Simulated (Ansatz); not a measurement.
# Decaying states in the gap of Al2SiGeTe6, part 2 of 3

A new crystal, Al2SiGeTe6: structure, gap and complex bands. It is built by putting Ge for part of the Si in the AlSiTe3 structure of space group P-31m, with the volume rescaled by atomic radii. The parent structure comes from the Materials Project.

Ansatz 0.2.0; r2SCAN DFT, plane waves, PAW files (the session's first sound run).

So far. Step 2 (Relaxing the new crystal): The largest force component on a free atom ends at 0.013 eV/Å.

The structure was built from a prototype and need not be the compound's stable phase.

## 3. The bulk crystal and its band edges

The energy window and the wavevectors of the next steps follow from the band edges, so these are searched first, off the mesh as well.

File input.yaml:

```yaml
crystal:
  lattice:
    - [6.9262191151, 0.0, 0.0]
    - [-3.4631095576, 5.9982817059, 0.0]
    - [0.0, 0.0, 7.4505212326]
  atoms:
    - { symbol: Al, position: [0.6666666667, 0.3333333333, 0.5021297154] }
    - { symbol: Al, position: [0.3333333333, 0.6666666667, 0.5021297154] }
    - { symbol: Si, position: [0.0, 0.0, 0.3405137239] }
    - { symbol: Ge, position: [0.0, 0.0, 0.6537009801] }
    - { symbol: Te, position: [0.0, 0.63777914, 0.7375864141] }
    - { symbol: Te, position: [0.36222086, 0.36222086, 0.7375864141] }
    - { symbol: Te, position: [0.63777914, 0.0, 0.7375864141] }
    - { symbol: Te, position: [0.6469136826, 0.6469136826, 0.2629222076] }
    - { symbol: Te, position: [0.0, 0.3530863174, 0.2629222076] }
    - { symbol: Te, position: [0.3530863174, 0.0, 0.2629222076] }
kpoints:
  mp_grid: { grid: [4, 4, 4] }
  band_path: { path: [VBM, CBM], npoints: 30 }
scf:
  occupations: { method: fixed }
hamiltonian:
  xc: r2scan
output:
  eigenvalues: true
  write_potential: true
  write_density: true
  volumetric_format: npy
  elf: true
```

On the command line:

```console
ansatz run input.yaml --threads 2 --pin off --max-ram 4096MiB --backend cpu --events-out ev --progress --plain --runs-dir out
```

Numbers of over 12 decimals in the logs are rounded to 6 here.

The log of the run:

```text
[...]
Crystal: 10 atoms, lattice volume = 309.535 Å³
Basis set: ecut = 500 eV, 7911 PW (Γ), exchange–correlation on 216×216×240 points (64 copies of the dense FFT grid, shifted against one another)
Bands: 72, of which v1, the nominal top of the filled ones, is band 60 counted from 1 (59 counted from 0)
Symmetry: 6 space group operations
[...]
k-points: 13 of 64 (time reversal used)
[...]
SCF iter   1: F=—  HF=-47994.841821 eV  |F-HF|=—  |Δ(HF+E_count)|=         —  Δρ=3.86e-3  dr2=1.02e-1  dr2_τ=2.21e-2  ethr=1.77e-3  ⟨swp⟩=5.2  Hψ=3052  notcnv=0  defer=127
[...]
SCF iter   8: F=-47994.921886 eV  HF=-47994.921886 eV  |F-HF|=2.02e-9  |Δ(HF+E_count)|=   8.33e-8  Δρ=1.35e-6  dr2=1.01e-8  dr2_τ=1.96e-10  ethr=8.33e-11  ⟨swp⟩=12.7  Hψ=4126  notcnv=0
SCF 1 converged in 8 iterations: F = -47994.921886 eV  dr2 = 1.01e-8
[...]
NSCF: frozen V_eff on 34 k-points
[...]
SCF converged after 8 iterations
Free energy (F): -47994.921886 eV
[...]
Internal energy: -47994.921886 eV  (E = F + TS)
E sigma→0 (E₀):  -47994.921886 eV
Fermi energy:    6.241381 eV
[...]
--- Band table (eV; the first three rows and the last of 13) ---
  k-point 0: bands = [... 56 lower, 5.9360, 5.9360, 6.1770, 6.1770, 7.8714, 7.8978, 8.7821, 9.9040, ... 8 higher]
  k-point 1: bands = [... 56 lower, 5.9538, 5.9538, 6.2079, 6.2079, 8.1100, 8.2095, 8.7574, 9.8184, ... 8 higher]
  k-point 2: bands = [... 56 lower, 5.9916, 5.9916, 6.2414, 6.2414, 8.2317, 8.6008, 8.7363, 9.7190, ... 8 higher]
  k-point 12: bands = [... 56 lower, 5.4608, 5.6241, 6.0451, 6.0702, 8.2123, 8.2635, 8.4921, 8.7808, ... 8 higher]
```

Run time: 7.3 min. Hardware: 2 threads of Arm Neoverse V1, shared host; peak memory 1.5 GiB.

Numbers from this step:

```yaml
fermi_energy: 6.241 eV
gap_on_the_k_mesh: 1.630 eV
gap_on_path: 1.542 eV, by band count; negative where bands overlap
direct_gap_on_path: 1.717 eV
edge_places_on_path: 0, 0.5188 1/A along the path
```

The electronic bands at the labelled points (eV, zero at the Fermi level (highest filled level under fixed occupations); v1 is the highest filled band, c1 the lowest empty one):

```csv
point,v4,v3,v2,v1,c1,c2,c3,c4
VBM,-0.52,-0.44,-0.32,0.02,2.18,2.24,2.74,3.58
halfway,-0.88,-0.71,-0.35,-0.23,2.10,2.33,2.82,3.17
CBM,-1.05,-1.01,-0.86,-0.16,1.56,1.72,1.89,2.31
```

Electrostatic potential energy in the ac plane at fractional y = 0.000, with atoms of Si and Ge and Te within 0.2 Å of it. With pseudopotentials it is smooth inside the atoms' cores, unlike the true potential.

Ten even steps from '_' (-33 eV) to '@' (25 eV), each cell a mean:
```
######################################
######################******##########
##################**++======++**######
******############++==**##++==********
--==****########**==++@@@@@@==++**++--
__..==**########**==++@@@@@@==++++--..
____--**########**++==**##++==++++..__
__..--**##########**++======++**++::__
::--++**############**************==::
++****##########################****++
==++**##########################****++
__..++******++++****############**--__
____--**++--======++**########**++..__
____--++==++@@@@++==**########**++..__
__::++++--##@@@@##==**##########**==..
==++****==++@@@@++==**##########****++
****##**++========++################**
########****++++**####################
######################################
######################################
```
Columns run along a (6.9 Å; values clipped at the 3rd and 97th percentile), rows up along c (7.5 Å). Atoms in or near the plane, at fractional coordinates: Si at (0.00, 0.34), Ge at (0.00, 0.65), Te at (0.64, 0.74), Te at (0.35, 0.26).

Valence density in the ac plane at fractional y = 0.000, with atoms of Si and Ge and Te within 0.2 Å of it. It is the smooth field of the valence electrons, not physical close to the nuclei.

Values in e/Å³, 11 rows by 16 columns, each cell a mean:
```
 0  0  0  0  0  0  0  0  0  0  0  0  0  0  0  0
 0  0  0  0  0  0  0  0  0  1  2  1  0  0  0  0
 1  1  0  0  0  0  0  0  1  7 13  6  1  0  0  1
28  4  0  0  0  0  0  0  1  4  7  3  1  0  1 14
 6  1  0  0  0  0  0  0  0  0  0  0  0  0  1  3
 1  0  0  0  0  0  0  0  0  0  0  0  0  0  0  1
 0  0  0  0  0  1  1  0  0  0  0  0  0  0  0  0
 0  0  1  1  3 10  8  2  0  0  0  0  0  0  0  0
 0  0  0  1  3  9  7  2  0  0  0  0  0  0  0  0
 0  0  0  0  0  1  1  0  0  0  0  0  0  0  0  0
 0  0  0  0  0  0  0  0  0  0  0  0  0  0  0  0
```
Columns run along a (6.9 Å), rows up along c (7.5 Å). Atoms in or near the plane, at fractional coordinates: Si at (0.00, 0.34), Ge at (0.00, 0.65), Te at (0.64, 0.74), Te at (0.35, 0.26).

ELF in the ac plane at fractional y = 0.000, with atoms of Si and Ge and Te within 0.2 Å of it. It is the smooth field of the valence electrons, not physical close to the nuclei.

Ten even steps from '0' (0.01) to '9' (0.92), each cell a mean:
```
0000000001467742000
0000000025888875200
2210000047766676422
4431000156532356654
3343100155400146753
1233100145300036631
0133100035421346520
0132100025654456530
3442000013566543444
8852001111234211478
9963245542100001479
6666555665200001456
4488643355410002433
4598520035520013543
3698410025520002564
5677530136620001355
3456654567620000133
1125777788510000011
0002578874100000000
0000134420011100000
```
Columns run along a (6.9 Å), rows up along c (7.5 Å). Atoms in or near the plane, at fractional coordinates: Si at (0.00, 0.34), Ge at (0.00, 0.65), Te at (0.64, 0.74), Te at (0.35, 0.26).

The searched edges give 1.54 eV, under the 1.63 eV of the mesh, which misses an edge.

## 4. Complex bands

This step: r2SCAN DFT, plane waves, PAW files; complex bands by layer matching along the plane's normal (Ansatz 0.2.0).

The same crystal is laid in a cell whose first two vectors span the (001) plane (indices of the standard conventional cell, whose axes can be ordered otherwise than in the bulk input). At fixed energy and wavevector in the plane the solver finds all kz, real and complex. A few wavevectors are listed, (0, 0) and (0.276, -0.3594) in units of the plane's reciprocal vectors; the slowest state needn't be among them.

File input.yaml:

```yaml
crystal:
  lattice:
    - [6.926219115, 0.0, 0.0]
    - [3.463109558, 5.998281706, 0.0]
    - [0.0, 0.0, 7.450521233]
  atoms:
    - { symbol: Al, position: [0.3333333333, 0.3333333333, 0.5021297154] }
    - { symbol: Al, position: [0.6666666667, 0.6666666667, 0.5021297154] }
    - { symbol: Si, position: [0.0, 0.0, 0.3405137239] }
    - { symbol: Ge, position: [0.0, 0.0, 0.6537009801] }
    - { symbol: Te, position: [0.36222086, 0.63777914, 0.7375864141] }
    - { symbol: Te, position: [0.0, 0.36222086, 0.7375864141] }
    - { symbol: Te, position: [0.63777914, 0.0, 0.7375864141] }
    - { symbol: Te, position: [0.0, 0.6469136826, 0.2629222076] }
    - { symbol: Te, position: [0.6469136826, 0.3530863174, 0.2629222076] }
    - { symbol: Te, position: [0.3530863174, 0.0, 0.2629222076] }
kpoints:
  mp_grid: { grid: [4, 4, 4] }
scf:
  occupations: { method: fixed }
hamiltonian:
  xc: r2scan
output:
  eigenvalues: true
  transmission:
    leads: [[0, 0]]
    kpoints: [[0.0, 0.0], [0.276, -0.3594]]
    e_range: [-1.0, 2.54]
    de: 0.09
```

The log of the run:

```text
[...]
Crystal: 10 atoms, lattice volume = 309.535 Å³
Basis set: ecut = 500 eV, 7911 PW (Γ), exchange–correlation on 216×216×240 points (64 copies of the dense FFT grid, shifted against one another)
Bands: 72, of which v1, the nominal top of the filled ones, is band 60 counted from 1 (59 counted from 0)
Symmetry: 6 space group operations
[...]
k-points: 13 of 64 (time reversal used)
[...]
SCF iter   1: F=—  HF=-47994.841822 eV  |F-HF|=—  |Δ(HF+E_count)|=         —  Δρ=3.86e-3  dr2=1.02e-1  dr2_τ=2.21e-2  ethr=1.77e-3  ⟨swp⟩=5.2  Hψ=3052  notcnv=0  defer=127
[...]
SCF iter   8: F=-47994.921886 eV  HF=-47994.921886 eV  |F-HF|=2.05e-9  |Δ(HF+E_count)|=   8.32e-8  Δρ=1.35e-6  dr2=1.01e-8  dr2_τ=1.96e-10  ethr=8.33e-11  ⟨swp⟩=12.6  Hψ=4126  notcnv=0
SCF 1 converged in 8 iterations: F = -47994.921886 eV  dr2 = 1.01e-8
[...]
transmission: 11 of 22 steps passed
transmission: 22 of 22 steps passed
SCF converged after 8 iterations
Free energy (F): -47994.921886 eV
[...]
Internal energy: -47994.921886 eV  (E = F + TS)
E sigma→0 (E₀):  -47994.921886 eV
Fermi energy:    6.241381 eV
[...]
--- Band table (eV; the first three rows and the last of 13) ---
  k-point 0: bands = [... 56 lower, 5.9360, 5.9360, 6.1770, 6.1770, 7.8714, 7.8978, 8.7821, 9.9040, ... 8 higher]
  k-point 1: bands = [... 56 lower, 5.9538, 5.9538, 6.2079, 6.2079, 8.1100, 8.2095, 8.7574, 9.8184, ... 8 higher]
  k-point 2: bands = [... 56 lower, 5.9916, 5.9916, 6.2414, 6.2414, 8.2317, 8.6008, 8.7363, 9.7190, ... 8 higher]
  k-point 12: bands = [... 56 lower, 5.4608, 5.6241, 6.0451, 6.0702, 8.2123, 8.2635, 8.4921, 8.7808, ... 8 higher]
--- Transmission ---
  basis      : 433 plane waves across, 11 finite elements along
  points     : 2, as listed
  energies   : 40 from -1.000000 to 2.510000 eV about the Fermi level, 0.090000 eV apart; the leads are filled to 0.815009 eV, and channels, transmission and decay are at 0.800000 eV
  crystal 0  : Te6Si1Al2Ge1, at the sites [0, 0], period 7.4505 Å: whole cells are its period
    offset         : up to 0.0000 Å between an atom of the period and one for which it stands
    channels       : 0.000000e0 a spin
    conductance    : none, the energies end too early or step too widely for 300 K: set another output.transmission.e_range or a lower de, or, where they end at an eighth of basis.ecutwfc, a higher one
    slowest decay  : 0.1796 /Å at (0.0000, 0.0000)
```

Elapsed: 3.6 min, on 2 threads; peak memory 2.7 GiB; 7 min of CPU time.

Numbers from this step:

| Quantity | Value |
| --- | --- |
| level to which the leads are filled | 0.8150 eV from the Fermi level |
| decay constant at the filling level, zone centre | 0.1796 Å⁻¹ |
| decay constant at the filling level, slowest listed point | 0.1796 Å⁻¹ |

K parallel (0, 0); values up to 1.5 1/Å, a degenerate pair printed once or twice; energies at which all values exceed this have no row. The Im kz of the slowest decaying states by energy, zero at the highest filled level on the SCF mesh:

```csv
energy (eV),decay 1 (Å⁻¹),decay 2 (Å⁻¹),decay 3 (Å⁻¹),decay 4 (Å⁻¹)
-1.00,0.176,0.205,0.427,0.900
-0.82,0.212,0.249,0.422,0.846
-0.64,0.0478,0.231,0.278,0.415
-0.46,0.103,0.297,0.298,0.385
-0.28,0.131,0.310,0.313,0.314
-0.10,0.150,0.193,0.211,0.323
-0.01,0.158,0.224,0.328,0.378
0.08,0.164,0.230,0.331,0.371
0.26,0.173,0.277,0.336,0.356
0.44,0.179,0.296,0.338,0.340
0.62,0.181,0.307,0.318,0.341
0.80,0.180,0.294,0.315,0.340
0.89,0.177,0.281,0.318,0.339
1.07,0.169,0.251,0.321,0.336
1.25,0.154,0.213,0.323,0.330
1.43,0.125,0.163,0.323,0.323
1.61,0.0451,0.0757,0.311,0.321
1.79,0.294,0.318,0.614,0.713
1.97,0.259,0.314,0.602,0.652
2.15,0.235,0.308,0.581,0.587
2.33,0.261,0.301,0.506,0.570
2.51,0.103,0.252,0.291,0.459
```

K parallel (0.276, -0.3594); values up to 1.5 1/Å, a degenerate pair printed once or twice; energies at which all values exceed this have no row. Im kz of the slowest decaying states against energy, zero at the highest filled level on the SCF mesh:

```csv
energy (eV),decay 1 (Å⁻¹),decay 2 (Å⁻¹),decay 3 (Å⁻¹),decay 4 (Å⁻¹)
-1.00,0.0764,0.271,0.278,0.287
-0.73,0.306,0.318,0.354,0.356
-0.46,0.0496,0.0803,0.274,0.329
-0.28,0.158,0.177,0.182,0.330
-0.01,0.136,0.152,0.229,0.243
0.26,0.192,0.270,0.272,0.315
0.53,0.224,0.288,0.288,0.301
0.80,0.242,0.279,0.294,0.296
0.98,0.248,0.258,0.291,0.294
1.25,0.208,0.240,0.252,0.289
1.52,0.0866,0.181,0.191,0.254
1.79,0.0128,0.145,0.231,0.263
1.97,0.106,0.130,0.164,0.225
2.24,0.173,0.215,0.228,0.245
2.51,0.178,0.200,0.235,0.251
```

K parallel (0.276, -0.3594). Table of Re kz of states that move upwards by energy, zero at the highest filled level on the SCF mesh:

```csv
energy (eV),channel 1 (Å⁻¹),channel 2 (Å⁻¹),channel 3 (Å⁻¹)
-1.00,-0.383,-0.372,-
-0.91,-0.335,-0.328,-
-0.73,-0.385,-0.257,-0.251
-0.64,-0.342,-0.216,-0.208
-0.55,-0.302,-0.165,-0.149
-0.37,-0.218,-,-
-0.28,-0.165,-,-
-0.19,-0.357,-,-
-0.01,-,-,-
0.08,-,-,-
0.17,-,-,-
0.35,-,-,-
0.44,-,-,-
0.53,-,-,-
0.71,-,-,-
0.80,-,-,-
0.98,-,-,-
1.07,-,-,-
1.16,-,-,-
1.34,-,-,-
1.43,-,-,-
1.52,-,-,-
1.70,-0.381,-,-
1.79,0.131,0.398,-
1.88,-0.351,0.251,-
2.06,-,-,-
2.15,0.0287,-,-
2.24,0.151,-,-
2.42,-,-,-
2.51,-,-,-
```

At the listed wavevectors the last open channel is at -0.01 eV and the next at +1.61 eV on the grid. At +0.80 eV, the grid energy nearest the filling level (the middle of the gap on the SCF mesh), the slowest state at the listed wavevectors decays with κ = 0.180 Å⁻¹, its amplitude falling by e over 5.6 Å. Through 1 nm of this crystal that state's transmission falls by exp(−2 × 0.180 Å⁻¹ × 10 Å) = 0.028.

## 5. Band edges at another level, cutoff 1080 eV

This step: r2SCAN DFT, plane waves, JTH PAW files (Ansatz 0.2.0).

The edges again with JTH files, at the same atoms. Against that run the cutoff is 1080 eV against 500.

File input.yaml:

```yaml
crystal:
  lattice:
    - [6.9262191151, 0.0, 0.0]
    - [-3.4631095576, 5.9982817059, 0.0]
    - [0.0, 0.0, 7.4505212326]
  atoms:
    - { symbol: Al, position: [0.6666666667, 0.3333333333, 0.5021297154] }
    - { symbol: Al, position: [0.3333333333, 0.6666666667, 0.5021297154] }
    - { symbol: Si, position: [0.0, 0.0, 0.3405137239] }
    - { symbol: Ge, position: [0.0, 0.0, 0.6537009801] }
    - { symbol: Te, position: [0.0, 0.63777914, 0.7375864141] }
    - { symbol: Te, position: [0.36222086, 0.36222086, 0.7375864141] }
    - { symbol: Te, position: [0.63777914, 0.0, 0.7375864141] }
    - { symbol: Te, position: [0.6469136826, 0.6469136826, 0.2629222076] }
    - { symbol: Te, position: [0.0, 0.3530863174, 0.2629222076] }
    - { symbol: Te, position: [0.3530863174, 0.0, 0.2629222076] }
kpoints:
  mp_grid: { grid: [4, 4, 4] }
  band_path: { path: [VBM, CBM], npoints: 30 }
scf:
  occupations: { method: fixed }
hamiltonian:
  xc: r2scan
  pseudopotentials: { kind: paw, source: jth }
output:
  eigenvalues: true
```

The log of the run:

```text
Warning: <dir> the checks of this Al dataset prove no rule for summing its radial tables, as where they were carried onto another mesh than they were made on, and Gregory's rule is taken, under which a leading mesh point left out moves its sums only by what lay on the interval it spanned. That does not make them correct, and they differ from Quantum ESPRESSO's on this file; a re-export a fraction of a mesh step off can move them. hamiltonian.pseudopotentials.radial_quadrature: simpson_from_first_knot sums it by `pw.x`'s rule; on a PAW file no value gives `pw.x`'s numbers. What more to know: hamiltonian.pseudopotentials.radial_quadrature, in the input reference
Warning: <dir> the checks of this Si dataset prove no rule for summing its radial tables, as where they were carried onto another mesh than they were made on, and Gregory's rule is taken, under which a leading mesh point left out moves its sums only by what lay on the interval it spanned. That does not make them correct, and they differ from Quantum ESPRESSO's on this file; a re-export a fraction of a mesh step off can move them. hamiltonian.pseudopotentials.radial_quadrature: simpson_from_first_knot sums it by `pw.x`'s rule; on a PAW file no value gives `pw.x`'s numbers. What more to know: hamiltonian.pseudopotentials.radial_quadrature, in the input reference
Warning: <dir> the checks of this Ge dataset prove no rule for summing its radial tables, as where they were carried onto another mesh than they were made on, and Gregory's rule is taken, under which a leading mesh point left out moves its sums only by what lay on the interval it spanned. That does not make them correct, and they differ from Quantum ESPRESSO's on this file; a re-export a fraction of a mesh step off can move them. hamiltonian.pseudopotentials.radial_quadrature: simpson_from_first_knot sums it by `pw.x`'s rule; on a PAW file no value gives `pw.x`'s numbers. What more to know: hamiltonian.pseudopotentials.radial_quadrature, in the input reference
Warning: <dir> the checks of this Te dataset prove no rule for summing its radial tables, as where they were carried onto another mesh than they were made on, and Gregory's rule is taken, under which a leading mesh point left out moves its sums only by what lay on the interval it spanned. That does not make them correct, and they differ from Quantum ESPRESSO's on this file; a re-export a fraction of a mesh step off can move them. hamiltonian.pseudopotentials.radial_quadrature: simpson_from_first_knot sums it by `pw.x`'s rule; on a PAW file no value gives `pw.x`'s numbers. What more to know: hamiltonian.pseudopotentials.radial_quadrature, in the input reference
[...]
Crystal: 10 atoms, lattice volume = 309.535 Å³
Basis set: ecut = 1080 eV, 24897 PW (Γ), exchange–correlation on 384×384×400 points (64 copies of the dense FFT grid, shifted against one another)
Bands: 40, of which v1, the nominal top of the filled ones, is band 30 counted from 1 (29 counted from 0)
Symmetry: 6 space group operations
[...]
k-points: 13 of 64 (time reversal used)
[...]
SCF iter   1: F=—  HF=-35714.323159 eV  |F-HF|=—  |Δ(HF+E_count)|=         —  Δρ=2.40e-2  dr2=2.27e0  dr2_τ=2.07e-2  ethr=3.10e-3  ⟨swp⟩=6.8  Hψ=2880  notcnv=0  defer=102
[...]
SCF iter   9: F=-35714.322062 eV  HF=-35714.322062 eV  |F-HF|=8.21e-8  |Δ(HF+E_count)|=   8.12e-7  Δρ=2.95e-6  dr2=5.61e-8  dr2_τ=1.79e-8  ethr=1.67e-10  ⟨swp⟩=29.8  Hψ=6691  notcnv=0
SCF 1 converged in 9 iterations: F = -35714.322062 eV  dr2 = 5.61e-8
[...]
SCF converged after 9 iterations
Free energy (F): -35714.322062 eV
[...]
Internal energy: -35714.322062 eV  (E = F + TS)
E sigma→0 (E₀):  -35714.322062 eV
Fermi energy:    4.607315 eV
[...]
--- Band table (eV; the first three rows and the last of 13) ---
  k-point 0: bands = [... 26 lower, 4.2995, 4.2995, 4.5444, 4.5444, 6.2361, 6.2624, 7.1245, 8.2970, ... 6 higher]
  k-point 1: bands = [... 26 lower, 4.3194, 4.3194, 4.5745, 4.5745, 6.4757, 6.5817, 7.1055, 8.2079, ... 6 higher]
  k-point 2: bands = [... 26 lower, 4.3599, 4.3599, 4.6073, 4.6073, 6.5939, 6.9841, 7.0914, 8.1039, ... 6 higher]
  k-point 12: bands = [... 26 lower, 3.8321, 3.9953, 4.4096, 4.4434, 6.5719, 6.6385, 6.8630, 7.1413, ... 6 higher]
```

It took 16 min on 2 threads; peak memory 3.6 GiB; 33 min of CPU time.

Numbers from this step:

```yaml
free_energy: -35714.3221 eV
fermi_energy: 4.607 eV
gap_on_the_k_mesh: 1.629 eV
gap_on_path: 1.540 eV, by band count; negative where bands overlap
direct_gap_on_path: 1.711 eV
edge_places_on_path: 0, 0.5230 1/A along the path
```

Electronic bands along the path, in eV, zero at the Fermi level (highest filled level under fixed occupations); v1 is the highest filled band, c1 the lowest empty one:

```csv
point,v4,v3,v2,v1,c1,c2,c3,c4
VBM,-0.50,-0.42,-0.29,0.02,2.22,2.22,2.71,3.58
halfway,-0.88,-0.71,-0.35,-0.22,2.12,2.34,2.83,3.20
CBM,-1.04,-1.01,-0.86,-0.15,1.56,1.72,1.88,2.29
```

The searched edges give 1.54 eV, under the 1.63 eV of the mesh, which misses an edge.

(Continued in part 3 of 3.)

[Logs are printed without paths, hosts, clocks, repeated set-up lines and the standing remarks that a program may print on its own settings, such as how far it seeks lower states.]

[Hosts, paths, dates, database ids (printed as entryN), source tags and the programs' standing remarks are cut or masked in the printed files.]

[New means built here by substitution; the compound itself may be known and measured.]
